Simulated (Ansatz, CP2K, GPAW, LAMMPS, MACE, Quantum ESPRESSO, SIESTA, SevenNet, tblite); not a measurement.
## Atom list for Amorphous 29Ga2O3-71GeO2 (mol %) (86 atoms)

86 atoms (14 Fe, 17 Ge, 55 O) placed at random at 3.74 g/cm³, melted at 5000 K for 10 ps at fixed volume with the Morse and Coulomb pair potential with partial charges (Pedone, Malavasi, Menziani, Cormack and Segre, J. Phys. Chem. B 110, 11780 (2006)). Quenched from 5000 K to 300 K at 100 K/ps and fixed volume, held 5 ps, then minimised at fixed cell. Then Fe was replaced by Ga and the cell scaled by 1.006 (the potential has no terms for the new elements, so the cell is a start for a DFT relaxation).

Calculated values (CP2K 2026.2, Kohn-Sham DFT, PBE, GTH-PBE pseudopotentials, Gaussian and plane waves, DZVP-MOLOPT-SR-GTH, diagonalisation; 600/50 Ry; levels smeared at 580 K; Γ point; density 3.92 g/cm³) for the geometry as built.

Cell vectors (Å):

```
10.944 0.000 0.000
0.000 10.944 0.000
0.000 0.000 10.944
```

Positions (Å):

```
1 Ga 9.223 5.884 7.490
2 Ga 0.419 10.528 5.546
3 Ga 10.883 6.227 0.433
4 Ga 4.352 7.411 10.070
5 Ga 6.214 6.941 1.160
6 Ga 8.750 5.935 2.359
7 Ga 10.066 8.764 3.271
8 Ga 6.784 8.053 7.733
9 Ga 3.036 7.879 2.047
10 Ga 2.893 5.202 0.565
11 Ga 1.060 8.861 10.856
12 Ga 7.212 8.512 4.212
13 Ga 8.963 8.750 10.883
14 Ga 0.529 7.586 6.436
15 Ge 10.928 0.962 10.049
16 Ge 5.731 4.413 9.925
17 Ge 1.652 5.203 8.742
18 Ge 8.972 3.827 10.387
19 Ge 3.209 6.862 5.291
20 Ge 3.337 8.888 7.876
21 Ge 2.037 2.035 7.498
22 Ge 1.524 0.172 2.130
23 Ge 9.474 3.488 4.782
24 Ge 6.189 9.855 1.279
25 Ge 0.990 5.178 3.476
26 Ge 6.537 4.145 3.503
27 Ge 4.500 1.415 2.890
28 Ge 5.859 5.124 6.700
29 Ge 4.746 0.651 6.237
30 Ge 8.156 0.352 5.620
31 Ge 9.729 9.336 8.052
32 O 3.724 1.836 7.033
33 O 6.603 8.611 5.929
34 O 4.190 6.706 1.081
35 O 6.254 8.610 2.551
36 O 3.076 6.081 9.303
37 O 5.385 0.261 1.929
38 O 8.381 10.150 4.292
39 O 0.502 9.412 7.345
40 O 3.511 7.663 3.828
41 O 9.562 7.755 7.091
42 O 9.835 2.307 10.211
43 O 4.886 8.116 8.327
44 O 2.227 4.920 2.334
45 O 6.307 4.332 5.220
46 O 7.227 3.707 10.459
47 O 9.191 10.540 6.806
48 O 1.881 3.730 7.876
49 O 2.596 8.880 9.462
50 O 2.837 1.276 2.407
51 O 10.799 6.198 2.603
52 O 3.946 10.242 7.012
53 O 6.574 5.564 2.503
54 O 1.265 1.336 8.930
55 O 4.464 0.793 4.530
56 O 2.638 7.896 6.590
57 O 9.469 4.814 0.798
58 O 5.482 2.875 3.007
59 O 5.580 4.296 8.193
60 O 1.109 4.920 10.388
61 O 6.523 0.636 6.194
62 O 8.635 7.415 3.660
63 O 10.244 10.336 9.548
64 O 5.349 8.819 0.165
65 O 9.408 4.663 6.029
66 O 8.160 8.822 8.893
67 O 9.270 4.875 9.061
68 O 0.665 6.153 7.710
69 O 0.046 3.849 4.017
70 O 1.714 6.028 4.842
71 O 7.780 10.022 0.734
72 O 0.212 8.602 4.825
73 O 4.315 4.076 10.834
74 O 0.542 10.842 3.529
75 O 10.441 8.891 1.424
76 O 5.958 6.143 10.227
77 O 8.172 7.202 0.887
78 O 10.528 7.685 10.085
79 O 7.141 6.187 7.255
80 O 1.702 7.175 0.749
81 O 8.916 1.885 5.197
82 O 1.167 1.182 6.251
83 O 0.722 0.486 0.610
84 O 4.475 5.986 6.044
85 O 8.318 4.039 3.524
86 O 2.294 9.589 1.679
```

Predict the forces and charges.

Columns: atom, q, fx, fy, fz (forces in eV/Å, q the Mulliken charge in e).

```
1 0.84 -0.216 -1.303 -0.062
2 0.80 0.761 -0.073 0.626
3 0.80 0.659 -0.235 -0.182
4 0.69 0.198 -0.553 -0.285
5 0.79 0.603 0.369 -0.346
6 0.81 -0.344 0.500 -0.179
7 0.84 -0.093 -0.336 -0.168
8 0.84 -0.038 0.170 -1.498
9 0.80 -0.712 -0.296 0.708
10 0.79 -0.051 -0.016 -0.662
11 0.80 -0.079 -0.979 0.586
12 0.77 -0.003 0.694 0.625
13 0.80 -0.807 -0.478 1.510
14 0.73 -0.497 0.778 0.958
15 1.52 0.296 1.081 -1.048
16 1.49 -0.099 1.192 0.277
17 1.51 0.962 0.657 0.112
18 1.51 -0.467 0.569 -1.391
19 1.50 0.937 -0.731 -1.172
20 1.54 0.541 0.649 0.313
21 1.45 -0.770 -0.777 0.126
22 1.52 0.446 -0.492 1.073
23 1.47 -0.539 0.810 1.509
24 1.43 0.448 -0.520 -0.002
25 1.48 0.062 0.248 -0.729
26 1.50 -0.451 0.082 0.707
27 1.49 0.522 -1.027 0.920
28 1.49 -0.122 0.510 -0.117
29 1.47 -0.061 -0.133 -0.617
30 1.45 -0.685 -0.660 -0.497
31 1.52 -0.133 0.187 -0.830
32 -0.71 0.956 1.328 0.547
33 -0.53 -0.245 -0.007 0.559
34 -0.54 -0.269 0.276 -0.059
35 -0.65 -0.362 -1.440 1.441
36 -0.66 1.323 0.407 0.516
37 -0.73 -0.211 1.285 -0.176
38 -0.68 -0.182 -0.647 -1.154
39 -0.65 0.687 -0.328 -0.675
40 -0.60 0.736 1.065 -1.212
41 -0.61 0.357 -2.119 -0.669
42 -0.74 -0.423 -0.377 0.177
43 -0.63 1.097 -0.708 0.592
44 -0.64 1.548 -0.724 -0.973
45 -0.73 0.023 -0.958 0.556
46 -0.75 -0.351 -1.530 0.915
47 -0.73 0.916 0.824 0.230
48 -0.72 0.468 -0.510 -0.986
49 -0.63 -0.130 0.031 0.879
50 -0.72 0.139 1.818 -0.257
51 -0.67 -1.830 0.952 -1.140
52 -0.72 -0.108 0.124 -0.302
53 -0.66 0.601 0.674 -0.593
54 -0.73 0.463 -0.400 0.902
55 -0.72 -0.600 -0.338 -0.228
56 -0.74 -1.799 0.031 -0.226
57 -0.63 0.950 0.724 1.535
58 -0.73 -0.498 -0.093 -0.783
59 -0.72 -0.693 -1.502 -1.108
60 -0.65 -0.721 -0.491 2.034
61 -0.73 -0.347 0.528 1.147
62 -0.53 0.874 0.278 -0.133
63 -0.75 -0.341 -0.559 1.015
64 -0.66 -0.853 -1.268 -1.066
65 -0.64 -0.204 0.888 1.079
66 -0.64 -0.584 0.126 0.504
67 -0.63 0.515 0.914 -1.445
68 -0.64 -1.551 0.937 -1.406
69 -0.71 0.669 -1.884 -0.224
70 -0.74 -1.032 -0.217 1.742
71 -0.61 1.775 0.888 -0.846
72 -0.51 0.213 0.817 0.044
73 -0.64 -1.236 -1.200 0.961
74 -0.66 -1.087 -0.110 1.064
75 -0.56 -0.380 0.257 -0.133
76 -0.65 -0.059 2.311 0.416
77 -0.56 -0.668 -0.669 0.266
78 -0.54 0.088 0.669 0.651
79 -0.66 1.399 1.302 0.504
80 -0.57 0.056 0.279 0.228
81 -0.75 0.415 0.007 -0.101
82 -0.61 -0.837 -0.520 -1.545
83 -0.73 0.048 -0.223 -0.019
84 -0.73 -0.362 -0.052 0.224
85 -0.73 0.416 0.291 -1.629
86 -0.64 0.423 -1.132 -1.267
```

The quench rate of 100 K/ps is many orders above laboratory rates, so the cell is likely richer in defects and strain than a real sample. The network of bonds at the start is that of the classical potential that made the cell, and needn't be the one that DFT or experiment would give. Only the Γ point is sampled, in a cell whose shortest periodic width is 11 Å.

The r.m.s. force component is 0.801 eV/Å; the longest force, 2.36 eV/Å, acts on O51.

[Logs are printed without paths, hosts, clocks, repeated set-up lines and the standing remarks that a program may print on its own settings, such as how far it seeks lower states.]

[Hosts, paths, dates, database ids (printed as entryN), source tags and the programs' standing remarks are cut or masked in the printed files.]
